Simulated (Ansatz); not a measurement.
# Pt wire along [100], 24 atoms a period: bands along the axis, part 2 of 2

Wanted: the relaxed geometry and the bands of the Pt wire along [100], 24 atoms a period.

Ansatz 0.2.0; DFT PBE, plane waves, PAW; relaxation of a wire's period; PAW set soft_1 (the session's first sound run).

So far: The starting structure; Relaxation of atoms and period.

## 2. Relaxation of atoms and period (continued)

Step by step:

| step | energy less that of the first step (eV) | largest force component (eV/Å) | pressure (GPa) | volume (Å³) |
| --- | --- | --- | --- | --- |
| 1 | 0.0000 | 1.2968 | -3.91 | 1110.51 |
| 2 | -1.5264 | 0.5318 | 1.93 | 1079.71 |
| 3 | -2.0126 | 0.2062 | -0.33 | 1115.96 |
| 4 | -2.1049 | 0.1156 | -0.17 | 1134.98 |
| 5 | -2.1304 | 0.0442 | 0.05 | 1145.67 |
| 6 | -2.1315 | 0.0094 | -0.01 | 1145.52 |
| 7* | -2.1373 | 0.0091 | -0.01 | 1145.52 |

Relaxation steps marked * repeat the geometry before them on a plane-wave basis chosen anew for their cell, so energy and pressure can jump there.

Forces are held to the 16 operations that the run works with; a distortion that breaks them can't arise in this run.

| cell as run | before | after | change |
| --- | --- | --- | --- |
| c (Å) | 3.970 | 4.095 | +3.2 % |

The atoms that moved most (Å, along periodic axes as changes of fractional coordinates times the final cell, across vacuum about the mean position):

```csv
atom,dx,dy,dz,length
Pt24,-0.262,0.144,0.000,0.299
Pt18,0.144,-0.262,0.000,0.299
Pt12,-0.262,-0.144,0.000,0.299
Pt9,-0.144,-0.262,0.000,0.299
Pt1,0.262,0.144,0.000,0.299
Pt4,0.144,0.262,0.000,0.299
Pt13,0.262,-0.144,0.000,0.299
Pt19,-0.144,0.262,0.000,0.299
```

This step gave:

- energy at zero smearing: -300575.3114 eV
- cell length along the wire: 4.095 Å

The cell's length comes to 4.095 Å with spin left out.

## 3. Bands of the perfect wire

This step: DFT PBE, plane waves, PAW; bands of a perfect wire; PAW set soft_1 (Ansatz 0.2.0).

At the relaxed period the bands are computed along the axis; those that cross an energy going forward count the channels that a perfect wire would open there.

The input, input.yaml:

```yaml
crystal:
  lattice:
    - [16.725, 0.0, 0.0]
    - [0.0, 16.725, 0.0]
    - [0.0, 0.0, 4.0951401107]
  atoms:
    - { symbol: Pt, position: [0.218965288, 0.449285724, 0.0] }
    - { symbol: Pt, position: [0.328535091, 0.328535091, 0.0] }
    - { symbol: Pt, position: [0.323206747, 0.566650312, 0.0] }
    - { symbol: Pt, position: [0.449285724, 0.218965288, 0.0] }
    - { symbol: Pt, position: [0.442971842, 0.442971842, 0.0] }
    - { symbol: Pt, position: [0.433349688, 0.676793253, 0.0] }
    - { symbol: Pt, position: [0.566650312, 0.323206747, 0.0] }
    - { symbol: Pt, position: [0.557028158, 0.557028158, 0.0] }
    - { symbol: Pt, position: [0.550714276, 0.781034712, 0.0] }
    - { symbol: Pt, position: [0.676793253, 0.433349688, 0.0] }
    - { symbol: Pt, position: [0.671464909, 0.671464909, 0.0] }
    - { symbol: Pt, position: [0.781034712, 0.550714276, 0.0] }
    - { symbol: Pt, position: [0.218965288, 0.550714276, 0.5] }
    - { symbol: Pt, position: [0.323206747, 0.433349688, 0.5] }
    - { symbol: Pt, position: [0.328535091, 0.671464909, 0.5] }
    - { symbol: Pt, position: [0.433349688, 0.323206747, 0.5] }
    - { symbol: Pt, position: [0.442971842, 0.557028158, 0.5] }
    - { symbol: Pt, position: [0.449285724, 0.781034712, 0.5] }
    - { symbol: Pt, position: [0.550714276, 0.218965288, 0.5] }
    - { symbol: Pt, position: [0.557028158, 0.442971842, 0.5] }
    - { symbol: Pt, position: [0.566650312, 0.676793253, 0.5] }
    - { symbol: Pt, position: [0.671464909, 0.328535091, 0.5] }
    - { symbol: Pt, position: [0.676793253, 0.566650312, 0.5] }
    - { symbol: Pt, position: [0.781034712, 0.449285724, 0.5] }
kpoints:
  mp_grid: { grid: [1, 1, 20] }
  band_path: { path: ["Γ", Z], npoints: 90 }
scf:
  occupations: { method: fermi_dirac, width: 0.05 }
hamiltonian:
  xc: pbe
  pseudopotentials: { kind: paw, azcp: { folder: soft_1 } }
output:
  dos: { e_range: [-5, 4] }
  write_potential: true
  write_density: true
  volumetric_format: npy
```

Launch:

```console
$ ansatz run input.yaml --threads 8 --pin off --max-ram 16384MiB --backend cpu --events-out ev --progress --plain --runs-dir out
```

Numbers of over 12 decimals in the logs are rounded to 6 here.

Log:

```text
[...]
Crystal: 24 atoms, lattice volume = 1145.516 Å³
Basis set: ecut = 420 eV, 22349 PW (Γ)
Bands: 260, of which v1, the nominal top of the filled ones, is band 216 counted from 1 (215 counted from 0)
Symmetry: 16 space group operations
[...]
k-points: 11 of 20
[...]
SCF iter   1: F=—  HF=-300583.134881 eV  |F-HF|=—  |Δ(HF+E_count)|=         —  Δρ=5.01e-2  dr2=3.34e1  ethr=3.10e-3  ⟨swp⟩=7.5  Hψ=11201  notcnv=0  defer=161
[...]
SCF iter  11: F=-300575.470203 eV  HF=-300575.470203 eV  |F-HF|=4.89e-9  |Δ(HF+E_count)|=   3.79e-7  Δρ=1.43e-6  dr2=4.38e-8  ethr=2.31e-11  ⟨swp⟩=15.2  Hψ=10618  notcnv=0
SCF 1 converged in 11 iterations: F = -300575.470203 eV  dr2 = 4.38e-8
[...]
NSCF: frozen V_eff on 91 k-points
WARN: The output density's exchange-correlation potential varies sharply where the density is thin. Do not read a vacuum level from v_tot or v_xc, or from such a field of the output density. On a cell that repeats whose density bears no net charge and no dipole along the vacuum's axis use v_es (v_loc + v_h of the components); under efield.dipole_correction with no amplitude use v_es + v_field, which holds any externa [...]
SCF converged after 11 iterations
Free energy (F): -300575.470203 eV
[...]
Internal energy: -300575.153612 eV  (E = F + TS)
E sigma→0 (E₀):  -300575.311907 eV
Entropy (-TS):   -0.316592 eV (-13.191 meV/atom)
Fermi energy:    3.756146 eV
[...]
--- Band table (eV; the first three rows and the last of 11) ---
  k-point 0: bands = [... 212 lower, 3.5089, 3.5772, 3.5772, 3.7394, 3.7394, 3.7618, 3.7618, 4.0429, ... 40 higher]
  k-point 1: bands = [... 212 lower, 3.4793, 3.5890, 3.5890, 3.7355, 3.7355, 3.8352, 3.8352, 3.9972, ... 40 higher]
  k-point 2: bands = [... 212 lower, 3.5341, 3.5341, 3.5562, 3.7208, 3.7208, 3.7724, 3.9202, 3.9202, ... 40 higher]
  k-point 10: bands = [... 212 lower, 3.7323, 3.7323, 3.7839, 3.7839, 3.8027, 3.8027, 3.9923, 3.9923, ... 40 higher]
```

It took 5.2 min on 8 threads of Arm Neoverse V2, shared host; peak memory 11 GiB.

This step gave:

```yaml
energy_at_zero_smearing: -300575.3119 eV
band_gap: 0 eV
```

The electronic bands at the labelled points (eV, zero at the Fermi level; # counts the bands kept):

```csv
point,#56,#57,#58,#59,#60,#61,#62,#63
Γ,-0.25,-0.18,-0.18,-0.02,-0.02,0.01,0.01,0.29
halfway,-0.24,-0.21,0.02,0.02,0.05,0.08,0.23,0.23
Z,-0.02,-0.02,0.03,0.03,0.05,0.05,0.24,0.24
```

Between Γ and Z the bands cross the Fermi level 15 times, so a perfect wire would conduct at least 15 G₀, with spin left out.

## 4. Results

```json
{"cell length, PBE": "4.095 Å", "ballistic conductance by band crossings, a lower bound, PBE": "15 G₀"}
```

In words: Under PBE the cell's length is 4.10 Å, and the bands cross the Fermi level 15 times between Γ and Z, which gives a perfect wire at least 15 G₀ (opposite crossings within one step of the path cancel in such a count). No spin was allowed, though thin wires with open d shells can turn magnetic. Spin-orbit coupling is left out, which matters for the bands of heavy atoms.

[Logs are printed without paths, hosts, clocks, repeated set-up lines and the standing remarks that a program may print on its own settings, such as how far it seeks lower states.]

[Hosts, paths, dates, database ids (printed as entryN), source tags and the programs' standing remarks are cut or masked in the printed files.]
